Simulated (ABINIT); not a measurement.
An input for ABINIT 10.8.3 (KCl (Sylvite)):

```
acell 3*1.0 Angstrom
rprim 
  -0.000000000000 3.146470000000 3.146470000000
  3.146470000000 0.000000000000 3.146470000000
  3.146470000000 3.146470000000 -0.000000000000
ntypat 2
znucl 19 17
natom 2
typat 1 2
xred 
  0.000000000000 0.000000000000 0.000000000000
  0.500000000000 0.500000000000 0.500000000000
pp_dirpath "pseudos"
pseudos "K.upf, Cl.upf"
ecut 33
ngkpt 6 6 6
nshiftk 1
shiftk 0.5 0.5 0.5
chksymbreak 0
ndtset 3
nband 8
occopt 1
istwfk *1
nstep 60
tolwfr1 1e-18
iscf2 -3
rfelfd2 2
kptopt2 2
getwfk2 1
tolwfr2 1e-18
rfelfd3 3
kptopt3 2
getwfk3 1
getddk3 2
tolvrs3 1e-08
rfdir 1 1 1
nqpt2 1
nqpt3 1
qpt 0 0 0
prtwf3 0
prtden 0
optforces1 0
optstress1 0
kptopt1 1
indata_prefix "in"
outdata_prefix "out"
tmpdata_prefix "tmp"
```

```sh
OMP_NUM_THREADS=1 mpirun -n 4 abinit run.abi > log
```

Estimate wall time and host memory on 4 MPI ranks of Arm Neoverse V1, shared host.

It took 2.5 min; on shared hardware allow 76 s to 5.1 min. Peak host memory was 0.53 GiB.

[Paths, hosts, dates, memory and timing lines, banners, echoed tables and standing remarks are left out of the program output.]

[Logs are printed without paths, hosts, clocks, repeated set-up lines and the standing remarks that a program may print on its own settings, such as how far it seeks lower states.]

[Runs of the session that timed out or met a known fault of the program may be left out.]

[Hosts, paths, dates, database ids (printed as entryN), source tags and the programs' standing remarks are cut or masked in the printed files.]

[G0W0 gaps are taken among the corrected bands and points alone; a level outside them can change the order at an edge.]

[Where Ansatz stands beside ABINIT at settings called matched, ABINIT's density can come from a denser mesh and the files from another edition; pairs whose starting gaps differed by over 0.03 eV were left out, so agreement reads better than it is.]
